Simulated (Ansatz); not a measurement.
# What Ag2Bi (built on the YAu2 structure) distorts into

Which phase does Ag2Bi (built on the YAu2 structure) fall into along its unstable mode, and how much energy does it gain?

Calculated with Ansatz 0.2.0; DFT PBEsol, scalar-relativistic, plane waves, PAW.

The raw output is cut from this account; settings, times and results stay.

The structure was built from a prototype and need not be the compound's stable phase.

### 1. The system as given

It takes space group I4/mmm (No. 139, tetragonal). The conventional cell has a = 3.504 Å, b = 3.504 Å, c = 10.288 Å, α = 90.00°, β = 90.00°, γ = 90.00°. Nearest to Bi lie 10 Ag at 3.12 to 3.25 Å. Nearest to Ag lie 4 Ag at 2.83 Å and 5 Bi at 3.12 to 3.25 Å. Farther neighbours, and contacts between anions beyond the nearest, are not listed.

### 2. The dispersion

Stability and thermal properties need the whole zone. Linear response on a 2×2×2 q mesh gives force constants as far as a supercell of that size would.

input.yaml

```yaml
crystal:
  lattice:
    - [-1.7521753339, 1.7521753339, 5.1442189493]
    - [1.7521753339, -1.7521753339, 5.1442189493]
    - [1.7521753339, 1.7521753339, -5.1442189493]
  atoms:
    - { symbol: Bi, position: [0.0, 0.0, 0.0] }
    - { symbol: Ag, position: [0.6840593265, 0.6840593265, 0.0] }
    - { symbol: Ag, position: [0.3159406735, 0.3159406735, 0.0] }
kpoints:
  mp_grid: { grid: [16, 16, 16] }
hamiltonian:
  xc: pbesol
scf:
  occupations: { method: methfessel_paxton, width: 0.2 }
output:
  eigenvalues: true
phonons:
  method: dfpt
  qmesh: [2, 2, 2]
  temperatures: { t_max: 1000, t_step: 50 }
  qpath:
    path:
      - [[0.0, 0.0, 0.0], [0.0, 0.0, 0.5], [0.25, 0.25, 0.25], [0.0, 0.5, 0.0], [0.0, 0.0, 0.0], [0.5, 0.5, -0.5], [0.27900389, 0.72099611, -0.27900389]]
      - [[-0.27900389, 0.27900389, 0.27900389], [0.0, 0.0, 0.0]]
      - [[0.0, 0.0, 0.5], [-0.05800778, 0.05800778, 0.5]]
      - [[0.5, 0.5, -0.05800778], [0.5, 0.5, -0.5]]
    npoints: 10
```

Launch:

```sh
ansatz run input.yaml --threads 8 --pin off --max-ram 14336MiB --backend cpu --events-out ev --progress --plain --runs-dir out
```

Elapsed: 8.7 min, on 8 threads of Arm Neoverse V2, shared host; peak memory 5.2 GiB; 68 min of CPU time.

Read from the output:

- volume per atom: 21.06 Å³
- gap on the k-mesh: 0 eV
- sum-rule residual before enforcement: 4.74e-5 eV/Å²
- lowest frequency on the path: -32.91 cm⁻¹
- point group: 4/mmm
- highest frequency on path, mesh or solved points: 134.2 cm⁻¹
- highest optical mode at the zone centre (no LO-TO term): 125.4 cm⁻¹
- lowest optical zone-centre mode: 59.18 cm⁻¹
- lowest mode on the q mesh (acoustic modes at Γ apart): -32.91 cm⁻¹

Frequencies (cm⁻¹) solved at each irreducible wavevector; negative means imaginary. Frequencies by wavevector, by row:

```csv
q in reciprocal lattice units,star,mode 1,mode 2,mode 3,mode 4,mode 5,mode 6,mode 7,mode 8,mode 9
0 0 0,1,0,0,0,59.2,59.2,97.3,106,125.4,125.4
0 0 -0.5,2,-32.9,27.8,51.8,60.5,81.5,84.5,90.8,129.4,134.2
0 -0.5 0,4,-18.5,49.1,49.7,50.3,92,92.3,97.3,123.1,125.5
-0.5 -0.5 -0.5,1,41.6,41.6,47.7,47.7,71.4,73.8,102.3,122.9,122.9
```

Interpolated from a 2×2×2 q mesh, rough between the solved points. The phonon branches at the labelled points (cm⁻¹):

```csv
point,branch 1,branch 2,branch 3,branch 4,branch 5,branch 6,branch 7,branch 8,branch 9
Γ,0,0,0,59,59,97,106,125,125
halfway,12,41,43,54,76,84,115,118,127
X,-33,28,52,60,82,84,91,129,134
halfway,-30,19,52,66,81,82,91,130,134
P,-19,-19,52,74,74,80,92,132,132
halfway,21,24,53,65,66,88,104,127,128
N,-18,49,50,50,92,92,97,123,126
halfway,29,38,42,62,70,76,114,116,129
Γ,0,0,0,59,59,97,106,125,125
halfway,24,24,40,56,56,92,104,124,124
M,42,42,48,48,71,74,102,123,123
halfway,22,33,46,60,76,82,109,118,124
S,10,18,50,67,86,92,103,123,124
jump to S0,10,18,50,67,86,92,103,123,124
halfway,38,38,40,65,70,73,114,115,130
Γ,0,0,0,59,59,97,106,125,125
jump to X,-33,28,52,60,82,84,91,129,134
halfway,-31,28,52,61,81,82,93,129,134
R,-26,28,52,61,78,80,96,129,134
jump to G′,-26,28,52,61,78,80,96,129,134
halfway,36,40,45,56,74,78,112,116,130
M,42,42,48,48,71,74,102,123,123
```

Symmetry leaves 4 wavevectors to solve. The lowest mode among them, the acoustic zeros apart, lies at q = (0, 0, -0.5) and is imaginary, 32.9i cm⁻¹, so the energy falls along it.

### 3. The mode frozen in, largest atomic shift 0 Å

The mode followed lies at q = (0, -0.5, 0) with frequency 18.5i cm⁻¹, one of the unstable modes though not the softest. At small amplitude the pattern taken leaves space group no. 12 by a symmetry search on the positions. The undistorted cell that holds it gives the zero of energy on the same k mesh.

System of this step: Ag2Bi (built on the YAu2 structure). It takes space group I4/mmm (No. 139, tetragonal). Conventional cell: a = 3.504 Å, b = 3.504 Å, c = 10.288 Å, α = 90.00°, β = 90.00°, γ = 90.00°. Nearest to Bi lie 10 Ag at 3.12 to 3.25 Å. Ag has 4 Ag at 2.83 Å and 5 Bi at 3.12 to 3.25 Å nearest. Farther neighbours, and contacts between anions beyond the nearest, are not listed.

input.yaml

```yaml
crystal:
  lattice:
    - [0.0, 3.5043506677, 0.0]
    - [-1.7521753339, 1.7521753339, 5.1442189493]
    - [7.0087013355, 0.0, 0.0]
  atoms:
    - { symbol: Bi, position: [0.0, 0.0, 0.0] }
    - { symbol: Bi, position: [0.0, 0.0, 0.5] }
    - { symbol: Ag, position: [0.3159406735, 0.368118653, 0.3420296633] }
    - { symbol: Ag, position: [0.3159406735, 0.368118653, 0.8420296633] }
    - { symbol: Ag, position: [0.6840593265, 0.631881347, 0.1579703367] }
    - { symbol: Ag, position: [0.6840593265, 0.631881347, 0.6579703367] }
kpoints:
  mp_grid: { grid: [10, 10, 6] }
hamiltonian:
  xc: pbesol
scf:
  occupations: { method: methfessel_paxton, width: 0.2 }
output:
  forces: true
  stress: true
  eigenvalues: true
```

Elapsed: 7.5 s, on 8 threads; peak memory 1.2 GiB.

Read from the output:

- pressure: -0.06352 GPa
- energy from the undistorted cell: 0 meV/atom

The run ends at a pressure of -0.06 GPa, with forces up to 0.016 eV/Å.

### 4. The mode frozen in, largest atomic shift 0.14 Å

The atoms are moved along the unstable eigenvector, the largest shift by 0.14 Å, with the cell fixed.

input.yaml, the sections that differ from step 3:

```yaml
crystal:
  lattice:
    - [0.0, 3.5043506677, 0.0]
    - [-1.7521753339, 1.7521753339, 5.1442189493]
    - [7.0087013355, 0.0, 0.0]
  atoms:
    - { symbol: Bi, position: [0.0052778584, -0.0105557168, -0.0112527748] }
    - { symbol: Bi, position: [-0.0052778584, 0.0105557168, 0.5112527748] }
    - { symbol: Ag, position: [0.3259513539, 0.3480972922, 0.3234944107] }
    - { symbol: Ag, position: [0.3059299931, 0.3881400139, 0.8605649158] }
    - { symbol: Ag, position: [0.6740486461, 0.6519027078, 0.1765055893] }
    - { symbol: Ag, position: [0.6940700069, 0.6118599861, 0.6394350842] }
# kpoints, hamiltonian, scf, output: as in step 3
```

The job ended after 8.3 s (8 threads; peak memory 1.3 GiB; 63 s of CPU time).

Numbers from this step:

```
pressure                         : -0.01468 GPa
energy from the undistorted cell : -0.934 meV/atom
```

The energy, extrapolated to zero smearing, is -0.93 meV/atom against the undistorted cell.

The run ends at a pressure of -0.01 GPa, with forces up to 0.034 eV/Å.

### 5. Energy along the mode, all amplitudes (two of the runs are shown above)

An imaginary frequency means negative curvature, so the energy should fall and then rise again as anharmonic terms take over.

This step gave:

- depth at the lowest point sampled: 0.934 meV/atom
- largest atomic shift at that point: 0.14 Å

Energy from the parent against largest atomic shift:

```csv
largest atomic shift (Å),energy from the parent (meV/atom)
0.000,0
0.040,-0.115
0.080,-0.416
0.140,-0.934
0.220,-0.701
0.320,4.04
```

Displacement at unit largest shift by atom:

```csv
atom,x (Å),y (Å),z (Å),size
Bi1,-0.43,0.00,-0.39,0.58
Bi2,0.43,0.00,0.39,0.58
Ag3,-0.68,0.00,-0.74,1.00
Ag4,0.68,0.00,0.74,1.00
Ag5,0.68,0.00,0.74,1.00
Ag6,-0.68,0.00,-0.74,1.00
```

The lowest step is at 0.14 Å, 0.934 meV/atom below the parent, and the energy rises beyond it.

### 6. Relaxation from the frozen mode

Starting from the lowest point found, all atoms and the cell are let go, so that strain and other modes of the same symmetry can join in.

input.yaml: that of step 4 with these lines changed.

```diff
@@ -22 +22,6 @@
   eigenvalues: true
+relax:
+  adjacent_minimum: "off"
+  f_tol: 0.002
+  max_steps: 120
+  cell: { stress_tol: 0.03 }
```

Run time: 96 s. Hardware: 8 threads; peak memory 1.3 GiB; 13 min of CPU time.

Relaxation path:

```csv
step,energy less that of the first step (eV),largest force component (eV/Å),pressure (GPa),volume (Å³)
1,0.0000,0.0335,-0.01,126.35
2,-0.0034,0.0129,0.06,126.28
3,-0.0037,0.1435,-0.03,126.94
4,-0.0085,0.1043,-0.12,126.84
5,-0.0154,0.0504,-0.03,126.48
6,-0.0235,0.0300,0.74,125.44
7,-0.0261,0.0221,-0.10,126.69
8,-0.0275,0.0055,0.01,126.49
9,-0.0275,0.0017,0.00,126.50
10*,-0.0274,0.0018,-0.01,126.50
```

Relaxation steps marked * repeat the geometry before them on a plane-wave basis chosen anew for their cell, so energy and pressure can jump there.

Forces are held to the 4 operations that the program found; a distortion that breaks them can't arise in this run.

```csv
cell as run,before,after,change
a (Å),3.504,3.349,-4.4 %
b (Å),5.710,5.916,+3.6 %
c (Å),7.009,6.965,-0.6 %
α (°),107.87,106.38,-1.4 %
γ (°),72.13,73.56,+2.0 %
volume (Å³/atom),21.06,21.08,+0.1 %
```

The atoms that moved most (Å, as changes of fractional coordinates times the final cell):

```csv
atom,dx,dy,dz,length
Ag5,0.163,0.000,0.120,0.203
Ag3,-0.163,0.000,-0.120,0.203
Bi1,-0.058,0.000,-0.153,0.164
Bi2,0.058,0.000,0.153,0.164
Ag6,-0.123,0.000,-0.083,0.148
Ag4,0.123,0.000,0.083,0.148
```

Final coordinates:

```xyz
6
Lattice="0.0000 3.3487 0.0000 -1.7061 1.6743 5.4119 6.9652 0.0000 0.0479" Properties=species:S:1:pos:R:3 pbc="T T T"
Bi   -0.1179    0.0000   -0.2109
Bi    3.6006    0.0000    0.2349
Ag    1.4959    1.6743    1.7795
Ag    5.4551    1.6743    2.2245
Ag    0.2806    3.3487    3.6564
Ag    3.2867    3.3487    3.2593
```

Read from the output:

* pressure: -0.006817 GPa
* volume per atom: 21.08 Å³

The distorted start has space group C2/m; the relaxation ends in C2/m.

### 7. The new phase in its own primitive cell

The relaxed structure is symmetrised, reduced to its primitive cell and relaxed tightly, as its phonons need.

input.yaml

```yaml
crystal:
  lattice:
    - [5.6744270546, -1.6743433808, 0.0]
    - [5.6744270546, 1.6743433808, 0.0]
    - [-2.0485187836, 0.0, 6.6573683764]
  atoms:
    - { symbol: Bi, position: [0.9806312712, 0.9806312712, 0.7235778528] }
    - { symbol: Bi, position: [0.0193687288, 0.0193687288, 0.2764221472] }
    - { symbol: Ag, position: [0.6630995857, 0.6630995857, 0.0446676591] }
    - { symbol: Ag, position: [0.7016130758, 0.7016130758, 0.6319549552] }
    - { symbol: Ag, position: [0.3369004143, 0.3369004143, 0.9553323409] }
    - { symbol: Ag, position: [0.2983869242, 0.2983869242, 0.3680450448] }
kpoints:
  mp_grid: { grid: [12, 12, 6] }
hamiltonian:
  xc: pbesol
scf:
  occupations: { method: methfessel_paxton, width: 0.2 }
output:
  forces: true
  stress: true
  eigenvalues: true
relax:
  adjacent_minimum: "off"
  f_tol: 0.001
  max_steps: 60
  cell: { stress_tol: 0.01 }
```

It took 88 s on 8 threads; peak memory 1.6 GiB; 11 min of CPU time.

Step by step:

```csv
step,energy less that of the first step (eV),largest force component (eV/Å),pressure (GPa),volume (Å³)
1,0.0000,0.0795,0.04,126.50
2,-0.0002,0.0831,-0.08,126.70
3,-0.0016,0.0101,0.01,126.55
4,-0.0018,0.0042,-0.09,126.69
5,-0.0017,0.0167,0.09,126.45
6,-0.0018,0.0009,0.00,126.56
7*,-0.0019,0.0009,0.00,126.56
```

Relaxation steps marked * repeat the geometry before them on a plane-wave basis chosen anew for their cell, so energy and pressure can jump there. Relaxation step 5 was tried and not accepted.

The run keeps the 4 symmetry operations that the program found, so distortions that break them were not tested.

```csv
cell as run,before,after,change
a (Å),5.916,5.920,+0.1 %
b (Å),5.916,5.920,+0.1 %
c (Å),6.965,6.964,-0.0 %
α (°),106.38,106.40,+0.0 %
β (°),106.38,106.40,+0.0 %
γ (°),32.88,32.86,-0.0 %
volume (Å³/atom),21.08,21.09,+0.0 %
```

The atoms that moved most (Å, as changes of fractional coordinates times the final cell):

```csv
atom,dx,dy,dz,length
Bi1,0.011,0.000,0.022,0.024
Bi2,-0.011,0.000,-0.022,0.024
Ag3,0.012,0.000,0.021,0.024
Ag5,-0.012,0.000,-0.021,0.024
Ag4,-0.005,0.000,-0.016,0.017
Ag6,0.005,0.000,0.016,0.017
```

Final coordinates:

```cif
data_structure
_symmetry_space_group_name_H-M 'P 1'
_symmetry_Int_Tables_number 1
_cell_length_a 5.9195
_cell_length_b 5.9195
_cell_length_c 6.9641
_cell_angle_alpha 106.396
_cell_angle_beta 106.396
_cell_angle_gamma 32.865
_cell_volume 126.56
loop_
_atom_site_label
_atom_site_type_symbol
_atom_site_fract_x
_atom_site_fract_y
_atom_site_fract_z
_atom_site_occupancy
Bi1 Bi 0.98221 0.98221 0.72681 1
Bi2 Bi 0.01779 0.01779 0.27319 1
Ag3 Ag 0.66470 0.66470 0.04785 1
Ag4 Ag 0.70073 0.70073 0.62950 1
Ag5 Ag 0.33530 0.33530 0.95215 1
Ag6 Ag 0.29927 0.29927 0.37050 1
```

Read from the output:

- pressure: 1.25e-4 GPa
- volume per atom: 21.09 Å³

The largest force component left is 0.89 meV/Å and the pressure is 0.000 GPa, within the tolerances set. The cell now holds 21.09 Å³/atom.

### 8. Modes of the new phase, k-mesh 12×12×6

A relaxed structure may still be a saddle point, so its zone-centre modes are computed. No field response is asked, since the mesh shows no gap.

input.yaml

```yaml
crystal:
  lattice:
    - [5.6777128799, -1.6745412225, 0.0001018068]
    - [5.6777128799, 1.6745412225, 0.0001018068]
    - [-2.0495855538, 0.0, 6.6556713058]
  atoms:
    - { symbol: Bi, position: [0.9822135829, 0.9822135829, 0.7268097289] }
    - { symbol: Bi, position: [0.0177864171, 0.0177864171, 0.2731902711] }
    - { symbol: Ag, position: [0.6646972435, 0.6646972435, 0.0478466266] }
    - { symbol: Ag, position: [0.7007287014, 0.7007287014, 0.6295036772] }
    - { symbol: Ag, position: [0.3353027565, 0.3353027565, 0.9521533734] }
    - { symbol: Ag, position: [0.2992712986, 0.2992712986, 0.3704963228] }
kpoints:
  mp_grid: { grid: [12, 12, 6] }
hamiltonian:
  xc: pbesol
scf:
  occupations: { method: methfessel_paxton, width: 0.2 }
output:
  eigenvalues: true
phonons:
  method: dfpt
```

Wall time 5.5 min (8 threads); peak memory 5.3 GiB.

Read from the output:

| Quantity | Value |
| --- | --- |
| sum-rule residual before enforcement | 1.31e-4 eV/Å² |
| point group | 2/m |
| highest optical mode at the zone centre (no LO-TO term) | 138.1 cm⁻¹ |
| lowest optical zone-centre mode | 35.78 cm⁻¹ |

Patterns of degenerate modes are one choice out of their space. Modes at Γ, with each element's share of the kinetic energy:

```csv
mode,frequency (cm⁻¹),symmetry,Bi %,Ag %
1,0.0,acoustic,49,51
2,0.0,acoustic,49,51
3,0.0,acoustic,49,51
4,35.8,Ag,60,40
5,43.1,Bg,100,0
6,49.8,Au,49,51
7,50.2,Bu,29,71
8,53.7,Ag,37,63
9,67.2,Bu,22,78
10,75.1,Bg,0,100
11,85.4,Au,2,98
12,96.6,Ag,75,25
13,99.0,Bu,49,51
14,106.6,Ag,15,85
15,118.6,Bg,0,100
16,118.7,Ag,8,92
17,126.0,Bu,2,98
18,138.1,Ag,5,95
```

Displacements in mode 4 (35.8 cm⁻¹), the largest set to 1:
```
Bi1 -0.93  0.00 -0.52
Bi2  0.93  0.00  0.52
Ag3 -0.30  0.00 -1.00
Ag4 -0.04  0.00  0.63
Ag5  0.30  0.00  1.00
Ag6  0.04  0.00 -0.63
```

Displacements in mode 17 (126.0 cm⁻¹), the largest set to 1:
```
Bi1  0.12  0.00 -0.06
Bi2  0.12  0.00 -0.06
Ag3  0.22  0.00  1.00
Ag4 -0.46  0.00 -0.88
Ag5  0.22  0.00  1.00
Ag6 -0.46  0.00 -0.88
```

Before it was imposed, the acoustic sum rule was missed by 1.3e-4 eV/Å². Small misses are needed for a sound result but don't prove that mesh and cutoff are converged. The lowest optical mode is real, 35.8 cm⁻¹.

### 9. The phases reached

The phases reached along the modes that were followed are set side by side.

Energies are those of the first relaxation, on the mesh of the frozen mode; space group, volume and gap are those of the last relaxation. Phases, by row:

```csv
mode frozen in,space group,energy from parent (meV/atom),volume (Å³/atom),gap on mesh (eV),lowest zone-centre optical mode (cm⁻¹),largest shift (Å)
parent,I4/mmm,0,21.06,0,–,–
"q = (0, 0, -0.5), 33i cm⁻¹",Cmcm,-23.84,21.37,0,45.5,0.519
"q = (0, -0.5, 0), 18i cm⁻¹",C2/m,-5.47,21.09,0,35.8,0.345
```

### 10. Summary of results

```json
{
 "unstable mode of the parent": "q = (0, -0.5, 0), 18i cm⁻¹",
 "depth at the lowest point sampled": "0.934 meV/atom",
 "largest atomic shift at that point": "0.14 Å",
 "space group reached": "C2/m",
 "energy gained over the parent (first relaxation, on the mesh of the frozen mode)": "5.47 meV/atom",
 "volume per atom, phase reached": "21.1 Å³",
 "lowest optical zone-centre mode, phase reached": "35.8 cm⁻¹",
 "highest optical mode at the zone centre (no LO-TO term), phase reached": "138 cm⁻¹"
}
```

In words: Along this mode the structure falls into C2/m, 5.47 meV/atom below the parent. At the parent's cell the well is 0.934 meV/atom deep on the steps tried, with its lowest point at a shift of 0.14 Å. Relaxing atoms and cell changes the gain by +4.54 meV/atom against the lowest step (energies at zero smearing). Most of the total comes from this relaxation. The new phase has no imaginary mode at the zone centre of its cell; other wavevectors were not checked. So shallow a well is near the error of the k mesh. Of the 2 patterns followed from this parent, this one ends 18.4 meV/atom above the lowest, Cmcm. Each path keeps the symmetry of its pattern, so a lower phase may lie along a pattern not tried. The q mesh stands for a supercell only 7.0 Å across, so branches between the solved wavevectors are rough. With no gap, or one that is small against the smearing, the frequencies hang on the k mesh and the smearing, most of all near Kohn anomalies. The phonon runs are without spin polarisation, although the cell has an odd electron count. Spin-orbit coupling is left out, which can matter for the heavy elements here. A phonon run warned that its eigensolver left some bands unconverged in a pass. The starting cell was built on a prototype and not taken from a measurement, so the phase need not exist.

[Long decimals in the printed logs are rounded to 6 places.]

[Logs are printed without paths, hosts, clocks, repeated set-up lines and the standing remarks that a program may print on its own settings, such as how far it seeks lower states.]

[Hosts, paths, dates, database ids (printed as entryN), source tags and the programs' standing remarks are cut or masked in the printed files.]

[Where the starting crystal was built by hand or by swapping elements, it need not be the compound's stable phase.]
